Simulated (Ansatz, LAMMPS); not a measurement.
# Site preference of V in place of Ti in glassy 68TiO2-32SiO2 (mol %) (84 atoms)

At which site of glassy 68TiO2-32SiO2 (mol %) (84 atoms) does V in place of Ti cost least, and what about the site decides it?

Main program and level: Ansatz 0.2.0; Kohn-Sham DFT, PBE, PAW (set soft_2), plane waves.

## Step 1: The structure

The cell holds 84 atoms: 19 Ti, 9 Si and 56 O. Its edges and angles: a = 10.322 Å, b = 10.322 Å, c = 10.322 Å, α = 90.0°, β = 90.0°, γ = 90.0°. 84 atoms (19 Ti, 9 Si, 56 O) placed at random at 3.07 g/cm³, melted at 4000 K for 10 ps at fixed volume with the Morse and Coulomb pair potential with partial charges (Pedone, Malavasi, Menziani, Cormack and Segre, J. Phys. Chem. B 110, 11780 (2006)). Quenched from 4000 K to 300 K at 10 K/ps and fixed volume, held 10 ps at zero pressure.

Limits known from the start: The quench rate of 10 K/ps far exceeds what a furnace or splat quench reaches, so expect more defects and frozen-in strain than in a real sample. The starting topology of bonds comes from the classical model, and needn't be the one that DFT or experiment would give. Sampling is at Γ alone, for a cell whose shortest periodic width is 10 Å.

## Step 2: Single point at the start

A single point comes first, to see the forces before anything moves.

input.yaml

```yaml
crystal:
  lattice:
    - [10.32186, 0.0, 0.0]
    - [0.0, 10.32186, 0.0]
    - [0.0, 0.0, 10.32186]
  atoms:
    - { symbol: Ti, position: [0.72758, 0.44657, 0.63149] }
    - { symbol: Ti, position: [0.19778, 0.44008, 0.89855] }
    - { symbol: Ti, position: [0.58882, 0.73543, 0.33492] }
    - { symbol: Ti, position: [0.43357, 0.30709, 0.13866] }
    - { symbol: Ti, position: [0.49871, 0.71523, 0.67019] }
    - { symbol: Ti, position: [0.9774, 0.89282, 0.13668] }
    - { symbol: Ti, position: [0.26521, 0.64492, 0.41366] }
    - { symbol: Ti, position: [0.89763, 0.79262, 0.77324] }
    - { symbol: Ti, position: [0.73044, 0.29808, 0.97163] }
    - { symbol: Ti, position: [0.8348, 0.11979, 0.70434] }
    - { symbol: Ti, position: [0.04859, 0.48464, 0.59774] }
    - { symbol: Ti, position: [0.14672, 0.12041, 0.83905] }
    - { symbol: Ti, position: [0.88093, 0.89061, 0.46958] }
    - { symbol: Ti, position: [0.5876, 0.01773, 0.80519] }
    - { symbol: Ti, position: [0.36779, 0.97937, 0.05475] }
    - { symbol: Ti, position: [0.06186, 0.19421, 0.40118] }
    - { symbol: Ti, position: [0.03843, 0.22848, 0.10428] }
    - { symbol: Ti, position: [0.40419, 0.62838, 0.064] }
    - { symbol: Ti, position: [0.23109, 0.76256, 0.85157] }
    - { symbol: Si, position: [0.70456, 0.58153, 0.93365] }
    - { symbol: Si, position: [0.67218, 0.96695, 0.09469] }
    - { symbol: Si, position: [0.75621, 0.20034, 0.28672] }
    - { symbol: Si, position: [0.30644, 0.9683, 0.3797] }
    - { symbol: Si, position: [0.07046, 0.58529, 0.16947] }
    - { symbol: Si, position: [0.60294, 0.0392, 0.48972] }
    - { symbol: Si, position: [0.36616, 0.23696, 0.7061] }
    - { symbol: Si, position: [0.79859, 0.51072, 0.24606] }
    - { symbol: Si, position: [0.47256, 0.37003, 0.454] }
    - { symbol: O, position: [0.04587, 0.72947, 0.11499] }
    - { symbol: O, position: [0.34624, 0.36012, 0.80498] }
    - { symbol: O, position: [0.55848, 0.63245, 0.97333] }
    - { symbol: O, position: [0.06704, 0.78992, 0.82428] }
    - { symbol: O, position: [0.19081, 0.06843, 0.41085] }
    - { symbol: O, position: [0.79236, 0.28339, 0.64943] }
    - { symbol: O, position: [0.63819, 0.07373, 0.63139] }
    - { symbol: O, position: [0.91779, 0.79013, 0.60149] }
    - { symbol: O, position: [0.95019, 0.89133, 0.31182] }
    - { symbol: O, position: [0.77195, 0.54125, 0.09368] }
    - { symbol: O, position: [0.47182, 0.65102, 0.23479] }
    - { symbol: O, position: [0.76332, 0.35956, 0.26548] }
    - { symbol: O, position: [0.20208, 0.60272, 0.25616] }
    - { symbol: O, position: [0.05461, 0.34086, 0.50103] }
    - { symbol: O, position: [0.98012, 0.13159, 0.79362] }
    - { symbol: O, position: [0.46017, 0.29901, 0.31227] }
    - { symbol: O, position: [0.71477, 0.61962, 0.32806] }
    - { symbol: O, position: [0.35443, 0.80266, 0.01374] }
    - { symbol: O, position: [0.35744, 0.45373, 0.08484] }
    - { symbol: O, position: [0.90716, 0.17434, 0.30251] }
    - { symbol: O, position: [0.95246, 0.54627, 0.26107] }
    - { symbol: O, position: [0.70586, 0.906, 0.45615] }
    - { symbol: O, position: [0.38206, 0.50458, 0.45113] }
    - { symbol: O, position: [0.66088, 0.14711, 0.39735] }
    - { symbol: O, position: [0.09598, 0.45634, 0.75833] }
    - { symbol: O, position: [0.22696, 0.17181, 0.70024] }
    - { symbol: O, position: [0.62087, 0.86907, 0.21261] }
    - { symbol: O, position: [0.41724, 0.28177, 0.56997] }
    - { symbol: O, position: [0.72852, 0.44098, 0.86781] }
    - { symbol: O, position: [0.81384, 0.91759, 0.06555] }
    - { symbol: O, position: [0.69933, 0.11405, 0.16074] }
    - { symbol: O, position: [0.87474, 0.52065, 0.59941] }
    - { symbol: O, position: [0.54906, 0.85654, 0.75056] }
    - { symbol: O, position: [0.23398, 0.98378, 0.90356] }
    - { symbol: O, position: [0.45428, 0.99828, 0.45024] }
    - { symbol: O, position: [0.7073, 0.14834, 0.86636] }
    - { symbol: O, position: [0.14422, 0.59982, 0.52442] }
    - { symbol: O, position: [0.58003, 0.31732, 0.04406] }
    - { symbol: O, position: [0.26258, 0.82039, 0.42375] }
    - { symbol: O, position: [0.11791, 0.27866, 0.2467] }
    - { symbol: O, position: [0.6139, 0.40545, 0.50321] }
    - { symbol: O, position: [0.04295, 0.04504, 0.09774] }
    - { symbol: O, position: [0.36784, 0.15815, 0.07326] }
    - { symbol: O, position: [0.14814, 0.25164, 0.9611] }
    - { symbol: O, position: [0.81433, 0.94017, 0.77588] }
    - { symbol: O, position: [0.79834, 0.68772, 0.86687] }
    - { symbol: O, position: [0.55766, 0.97938, 0.99276] }
    - { symbol: O, position: [0.89069, 0.26931, 0.03372] }
    - { symbol: O, position: [0.90868, 0.05128, 0.53933] }
    - { symbol: O, position: [0.32944, 0.73323, 0.71009] }
    - { symbol: O, position: [0.44915, 0.13035, 0.78556] }
    - { symbol: O, position: [0.52454, 0.73462, 0.49638] }
    - { symbol: O, position: [0.33102, 0.95744, 0.22542] }
    - { symbol: O, position: [0.60061, 0.58499, 0.70007] }
    - { symbol: O, position: [0.2593, 0.6038, 0.92333] }
    - { symbol: O, position: [0.08841, 0.47476, 0.05555] }
kpoints:
  mp_grid: { grid: [1, 1, 1] }
hamiltonian:
  xc: pbe
scf:
  occupations: { method: fixed }
output:
  forces: true
```

Run with:

```
ansatz run input.yaml --threads 4 --pin off --max-ram 8192MiB --backend cpu --events-out ev --progress --plain --runs-dir out
```

Numbers of over 12 decimals in the logs are rounded to 6 here.

The program printed:

```text
Engine: ansatz 0.2.0, aarch64-unknown-linux-gnu
Pseudopotentials: kind: paw
Pseudopotential: Ti, paw, valence charge 12, recommended cutoff 420 eV (normal), Ti.paw.azcp
Pseudopotential: Si, paw, valence charge 4, recommended cutoff 420 eV (normal), Si.paw.azcp
Pseudopotential: O, paw, valence charge 6, recommended cutoff 420 eV (normal), O.paw.azcp
[... 5 lines on functional and potentials left out ...]
Crystal: 84 atoms, lattice volume = 1099.699 Å³
Basis set: ecut = 420 eV, 21559 PW (Γ), exchange–correlation on 144×144×144 points (8 copies of the dense FFT grid, shifted against one another)
Bands: 384, of which v1, the nominal top of the filled ones, is band 300 counted from 1 (299 counted from 0)
Symmetry: 1 space group operations
Space group: P1 (ITA 1), of the structure as read, at distance tolerance 1.0e-4 Å
k-points: 1
[... 7 lines on functional and potentials left out ...]
Initial density: superposition of atomic densities (neutral atoms: chi_scale 0, normalization atom), corrected by the library's trained network
Initial wavefunctions: pseudopotential atomic-orbital guess
Functional: x = pbe(κ = 0.804, μ = 0.219515), c = pbe(β = 0.066725)
SCF iter   1: F=—  HF=-85087.862021 eV  |F-HF|=—  |Δ(HF+E_count)|=         —  Δρ=4.09e-3  dr2=1.97e-1  ethr=1.77e-3  ⟨swp⟩=5.0  Hψ=1167  notcnv=0  defer=79
preconditioner: auto → Resta (q_TF=auto, 2.466 Å⁻¹)  ε∞=5.8  [insulator: Δε(μ)=2.579 eV  Ē_g=10.785 eV  n_scr=256 (ndim 8)  ℏωp=23.7 eV  f_vac=0.125  ε∞_Penn≈5.8]
SCF iter   2: F=—  HF=-85087.850586 eV  |F-HF|=—  |Δ(HF+E_count)|=   1.14e-2  Δρ=2.27e-3  dr2=4.64e-2  ethr=3.28e-5  ⟨swp⟩=2.0  Hψ=557  notcnv=0  defer=82
SCF iter   3: F=—  HF=-85087.849799 eV  |F-HF|=—  |Δ(HF+E_count)|=   7.87e-4  Δρ=1.13e-3  dr2=1.97e-2  ethr=7.74e-6  ⟨swp⟩=3.0  Hψ=486  notcnv=0  defer=82
SCF iter   4: F=—  HF=-85087.849211 eV  |F-HF|=—  |Δ(HF+E_count)|=   5.88e-4  Δρ=4.48e-4  dr2=3.49e-3  ethr=3.28e-6  ⟨swp⟩=3.0  Hψ=487  notcnv=0  defer=82
SCF iter   5: F=—  HF=-85087.848901 eV  |F-HF|=—  |Δ(HF+E_count)|=   3.11e-4  Δρ=2.28e-4  dr2=7.63e-4  ethr=5.82e-7  ⟨swp⟩=2.0  Hψ=584  notcnv=0  defer=82
SCF iter   6: F=—  HF=-85087.848948 eV  |F-HF|=—  |Δ(HF+E_count)|=   4.77e-5  Δρ=1.44e-4  dr2=2.78e-4  ethr=1.27e-7  ⟨swp⟩=2.0  Hψ=609  notcnv=0  defer=81
SCF iter   7: F=—  HF=-85087.848963 eV  |F-HF|=—  |Δ(HF+E_count)|=   1.43e-5  Δρ=5.99e-5  dr2=4.81e-5  ethr=4.63e-8  ⟨swp⟩=2.0  Hψ=593  notcnv=0  defer=77
SCF iter   8: F=—  HF=-85087.850424 eV  |F-HF|=—  |Δ(HF+E_count)|=   1.46e-3  Δρ=2.69e-5  dr2=9.78e-6  ethr=8.02e-9  ⟨swp⟩=2.0  Hψ=661  notcnv=0  defer=77
SCF iter   9: F=—  HF=-85087.850428 eV  |F-HF|=—  |Δ(HF+E_count)|=   3.90e-6  Δρ=1.38e-5  dr2=2.45e-6  ethr=1.63e-9  ⟨swp⟩=2.0  Hψ=496  notcnv=0  defer=77
SCF iter  10: F=—  HF=-85087.850430 eV  |F-HF|=—  |Δ(HF+E_count)|=   1.37e-6  Δρ=6.76e-6  dr2=6.18e-7  ethr=4.09e-10  ⟨swp⟩=2.0  Hψ=535  notcnv=0  defer=77
SCF iter  11: F=—  HF=-85087.850430 eV  |F-HF|=—  |Δ(HF+E_count)|=   1.99e-7  Δρ=3.27e-6  dr2=1.36e-7  ethr=1.03e-10  ⟨swp⟩=2.0  Hψ=573  notcnv=0  defer=77
SCF iter  12: F=-85087.850430 eV  HF=-85087.850430 eV  |F-HF|=3.30e-9  |Δ(HF+E_count)|=   5.45e-8  Δρ=1.61e-6  dr2=3.42e-8  ethr=1.67e-11  ⟨swp⟩=4.0  Hψ=989  notcnv=0
SCF 1 converged in 12 iterations: F = -85087.850430 eV  dr2 = 3.42e-8
  greatest PAW one-centre occupation: 0.999 electrons in one spin orbital (limit 2), on the Ti atom at site 10 (counted from 0), in its partial waves of l = 0
SCF converged after 12 iterations
Free energy (F): -85087.850430 eV
Harris-Foulkes:  -85087.850430 eV  (|F-HF|=3.30e-9)
Internal energy: -85087.850430 eV  (E = F + TS)
E sigma→0 (E₀):  -85087.850430 eV
Fermi energy:    4.848495 eV
--- Per-component energies (eV) ---
  E_band       = -5823.612100
  E_kinetic    = 15468.551050
  E_local      = -50285.720199  (includes V_loc(G=0)·N_el)
  E_nonlocal   = 2971.543082
  E_hartree    = 19648.440521
  E_xc         = -6503.936784
  E_vxc        = -8039.270726  (∫ρ·V_xc dr)
  E_paw        = -33356.514689  (= ΣΔE_a)
  E_vpaw       = -5235.737036  (= ΣTr[D̂ρ^β])
  E_aug_tail   = 0.141493  (compensation charges beyond the density's cutoff)
  E_ewald      = -33030.354903
  E_smearing   = -0.000000  (= −TS)
  E_closure    = 0.000000  (closes the sum)
  Σ components = -85087.850430   (vs F -85087.850430, Δ=0.00e0)
--- Forces (eV/Å), atoms counted from 1 ---
  atom   1  Ti    -2.29362899    -0.33918853     1.48620299
  atom   2  Ti     0.78258857    -1.96493778     0.72487630
  atom   3  Ti     0.19382766     1.52225301    -1.31906903
  atom   4  Ti    -0.38342723    -0.52357485    -0.44652059
  atom   5  Ti     0.65253924    -0.45356397    -1.80878310
  atom   6  Ti    -1.92874211    -0.64903113     1.12762081
  atom   7  Ti     2.37195608    -1.46420638    -0.66931340
  atom   8  Ti    -0.43350696     1.00555562    -0.49821945
  atom   9  Ti     0.24752651    -2.15980348    -0.95252832
  atom  10  Ti    -0.33071544    -0.41975507    -1.22849733
  atom  11  Ti    -1.85060746    -1.28786591    -0.70655102
  atom  12  Ti    -0.71291190    -0.05191234     1.40336414
  atom  13  Ti    -1.30643270     2.20443049     0.26641590
  atom  14  Ti    -0.65612419     1.38982287    -0.79923778
[...]
atom  83  O      0.32473441     0.28415420     0.16937103
  atom  84  O     -0.00439983     0.03646741    -0.28390611
  max |Σ_I F_I| component: 3.12e-5 eV/Å
```

It took 14 s on 4 threads of Arm Neoverse V1, shared host; peak memory 1.4 GiB.

The r.m.s. force at the start is 1.1 eV/Å.

## Step 3: Relaxation

The atoms are relaxed in the fixed cell, aiming at the force tolerance of the input.

input.yaml

```yaml
crystal:
  lattice:
    - [10.32186, 0.0, 0.0]
    - [0.0, 10.32186, 0.0]
    - [0.0, 0.0, 10.32186]
  atoms:
    [... the 84 atom lines of step 2 ...]
kpoints:
  mp_grid: { grid: [1, 1, 1] }
hamiltonian:
  xc: pbe
scf:
  occupations: { method: fixed }
output:
  forces: true
relax:
  f_tol: 0.05
  max_steps: 120
```

The program printed:

```text
[...]
Crystal: 84 atoms, lattice volume = 1099.699 Å³
Basis set: ecut = 420 eV, 21559 PW (Γ), exchange–correlation on 144×144×144 points (8 copies of the dense FFT grid, shifted against one another)
Bands: 384, of which v1, the nominal top of the filled ones, is band 300 counted from 1 (299 counted from 0)
Symmetry: 1 space group operations
[...]
k-points: 1
[...]
SCF iter   1: F=—  HF=-85087.862020 eV  |F-HF|=—  |Δ(HF+E_count)|=         —  Δρ=4.09e-3  dr2=1.97e-1  ethr=1.77e-3  ⟨swp⟩=5.0  Hψ=1167  notcnv=0  defer=79
[...]
SCF iter   7: F=-85087.850405 eV  HF=-85087.850416 eV  |F-HF|=1.11e-5  |Δ(HF+E_count)|=   7.19e-6  Δρ=6.00e-5  dr2=4.81e-5  ethr=1.04e-8  ⟨swp⟩=2.0  Hψ=1280  notcnv=0
SCF 1 converged in 7 iterations: F = -85087.850405 eV  dr2 = 4.81e-5
[...]
relax step   1: F+E_penalty+E_count = -85087.85040482 eV  Δ(F+E_penalty+E_count) = +0.000e0 eV  max|allowed force component| = 4.905e0 eV/Å  Δτ_max = 0.0000 Å  (7 SCF iters, dr2 threshold 6.25e-5 eV, accepted)
[...]
relax step   2: F+E_penalty+E_count = -85091.66500568 eV  Δ(F+E_penalty+E_count) = -3.815e0 eV  max|allowed force component| = 3.189e0 eV/Å  Δτ_max = 0.1947 Å  (8 SCF iters, dr2 threshold 1.00e-4 eV, accepted)
[...]
relax step   3: F+E_penalty+E_count = -85093.43548442 eV  Δ(F+E_penalty+E_count) = -1.770e0 eV  max|allowed force component| = 7.522e-1 eV/Å  Δτ_max = 0.2000 Å  (8 SCF iters, dr2 threshold 1.00e-4 eV, accepted)
relax step   4: F+E_penalty+E_count = -85093.75070000 eV  Δ(F+E_penalty+E_count) = -3.152e-1 eV  max|allowed force component| = 1.868e-1 eV/Å  Δτ_max = 0.2000 Å  (8 SCF iters, dr2 threshold 3.54e-5 eV, accepted)
relax step   5: F+E_penalty+E_count = -85093.76644756 eV  Δ(F+E_penalty+E_count) = -1.575e-2 eV  max|allowed force component| = 5.556e-1 eV/Å  Δτ_max = 0.2000 Å  (13 SCF iters, accepted)
relax step   6: F+E_penalty+E_count = -85093.87734355 eV  Δ(F+E_penalty+E_count) = -1.109e-1 eV  max|allowed force component| = 3.039e-1 eV/Å  Δτ_max = 0.2000 Å  (8 SCF iters, dr2 threshold 1.93e-5 eV, accepted)
relax step   7: F+E_penalty+E_count = -85093.95335076 eV  Δ(F+E_penalty+E_count) = -7.601e-2 eV  max|allowed force component| = 1.976e-1 eV/Å  Δτ_max = 0.2000 Å  (8 SCF iters, dr2 threshold 2.76e-5 eV, accepted)
relax step   8: F+E_penalty+E_count = -85093.97498607 eV  Δ(F+E_penalty+E_count) = -2.164e-2 eV  max|allowed force component| = 2.232e-1 eV/Å  Δτ_max = 0.0475 Å  (7 SCF iters, dr2 threshold 1.17e-5 eV, accepted)
relax step   9: F+E_penalty+E_count = -85093.85191642 eV  Δ(F+E_penalty+E_count) = +1.231e-1 eV  max|allowed force component| = 2.486e-1 eV/Å  Δτ_max = 0.2000 Å  (8 SCF iters, dr2 threshold 2.10e-5 eV, rejected (line search))
relax step  10: F+E_penalty+E_count = -85093.97551518 eV  Δ(F+E_penalty+E_count) = -5.291e-4 eV  max|allowed force component| = 3.080e-1 eV/Å  Δτ_max = 0.0930 Å  (12 SCF iters, accepted)
relax step  11: F+E_penalty+E_count = -85093.99447361 eV  Δ(F+E_penalty+E_count) = -1.896e-2 eV  max|allowed force component| = 9.673e-2 eV/Å  Δτ_max = 0.0397 Å  (6 SCF iters, dr2 threshold 9.49e-5 eV, accepted)
relax step  12: F+E_penalty+E_count = -85093.99649698 eV  Δ(F+E_penalty+E_count) = -2.023e-3 eV  max|allowed force component| = 6.617e-2 eV/Å  Δτ_max = 0.0237 Å  (10 SCF iters, accepted)
relax step  13: F+E_penalty+E_count = -85093.99573893 eV  Δ(F+E_penalty+E_count) = +7.581e-4 eV  max|allowed force component| = 3.894e-2 eV/Å  Δτ_max = 0.0266 Å  (10 SCF iters, rejected (line search))
[...]
relax step  14: F+E_penalty+E_count = -85093.99711086 eV  Δ(F+E_penalty+E_count) = -6.139e-4 eV  max|allowed force component| = 4.415e-2 eV/Å  Δτ_max = 0.0133 Å  (9 SCF iters, accepted)
SCF converged after 9 iterations
Free energy (F): -85093.997111 eV
[...]
Internal energy: -85093.997111 eV  (E = F + TS)
E sigma→0 (E₀):  -85093.997111 eV
Fermi energy:    4.561702 eV
[...]
--- Forces (eV/Å), atoms counted from 1 ---
  atom   1  Ti    -0.02882573     0.02403745     0.01787216
  atom   2  Ti     0.01952620     0.02574232     0.00857282
  atom   3  Ti    -0.01460744    -0.00887794    -0.00674797
  atom   4  Ti    -0.00639622     0.00682377    -0.01722742
  atom   5  Ti    -0.01964071     0.00294188     0.01309644
  atom   6  Ti    -0.00595752    -0.01781614    -0.01586738
  atom   7  Ti     0.00964943     0.01141673    -0.01436618
  atom   8  Ti     0.00706387    -0.00809680     0.02065430
  atom   9  Ti    -0.02729477     0.02686003     0.00625752
  atom  10  Ti     0.00382235    -0.00888760     0.02017232
  atom  11  Ti    -0.01138004     0.03070208     0.02669922
  atom  12  Ti     0.03835900    -0.01857579     0.00765091
  atom  13  Ti    -0.01396282    -0.02786738     0.01170259
  atom  14  Ti    -0.00383677    -0.04414644     0.01406173
[...]
atom  83  O     -0.01001442    -0.02700302    -0.00243145
  atom  84  O     -0.00074086    -0.00649585     0.00456307
  max |Σ_I F_I| component: 1.80e-4 eV/Å
--- Relaxed structure (14 steps of the walk, 12 accepted, 0 SCFs on fresh bases) ---
  F+E_penalty+E_count = -85093.99711086 eV   max|allowed force component| = 4.415e-2 eV/Å
  atoms:
    - { symbol: Ti, position: [0.709753, 0.461686, 0.646743] }
    - { symbol: Ti, position: [0.190074, 0.434172, 0.905444] }
    - { symbol: Ti, position: [0.584025, 0.739618, 0.305800] }
    - { symbol: Ti, position: [0.437488, 0.308378, 0.148876] }
[...]
- { symbol: O, position: [0.088611, 0.456839, 0.066591] }
```

It took 2.5 min on 4 threads; peak memory 1.4 GiB.

The relaxation converged after 14 steps, 6.15 eV below its start, with a largest force component of 0.044 eV/Å.

(Continued in part 2 of 3.)

[Logs are printed without paths, hosts, clocks, repeated set-up lines and the standing remarks that a program may print on its own settings, such as how far it seeks lower states.]

[Hosts, paths, dates, database ids (printed as entryN), source tags and the programs' standing remarks are cut or masked in the printed files.]
